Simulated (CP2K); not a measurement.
Consider cis-1,2-difluoroethylene at its PBE geometry (Å).

```xyz
6

F     1.4139    1.0237   -0.0407
C     0.6630   -0.1053    0.0021
C    -0.6685   -0.0599    0.0046
F    -1.3418    1.1164   -0.0362
H     1.2343   -1.0305    0.0328
H    -1.3010   -0.9444    0.0373
```

Method: CP2K XAS_TDP, all-electron GAPW, PBEh(45%), aug-cc-pVTZ, TDA, no relativity.

Q: Where do the C K-edge lines lie, and how strong are they?

Leading lines: C2 283.10 eV. The leading line of an atom is its first one with 35 % of the strongest within 2.5 eV of its lowest line over the strength cut. 

The first six lines of each atom with a strength over 0.0015:

| atom | energy (eV) | states | strength, one atom |
| --- | --- | --- | --- |
| C2 (bonded to C, F and H), 2 alike | 283.10 | 1 | 0.0598 |
|  | 284.90 | 1 | 0.0376 |
|  | 286.30 | 1 | 0.0118 |
|  | 287.77 | 1 | 0.0036 |
|  | 288.00 | 1 | 0.0081 |
|  | 288.46 | 1 | 0.0026 |

Lines are vertical, at one geometry, with no vibrational structure. Without a correction of the core level, line positions, and the gaps between valence and Rydberg lines, follow the share of exact exchange. At this level such K lines come out 3 to 6 eV under measured ones. These values hold no scalar relativity, about 0.1 eV for C 1s. Rydberg lines, and the discretised continuum above threshold, depend on the basis and the box.

[Banner, clock and machine lines of the logs are left out without a mark of their own.]

[Logs are printed without paths, hosts, clocks, repeated set-up lines and the standing remarks that a program may print on its own settings, such as how far it seeks lower states.]

[Hosts, paths, dates, database ids (printed as entryN), source tags and the programs' standing remarks are cut or masked in the printed files.]
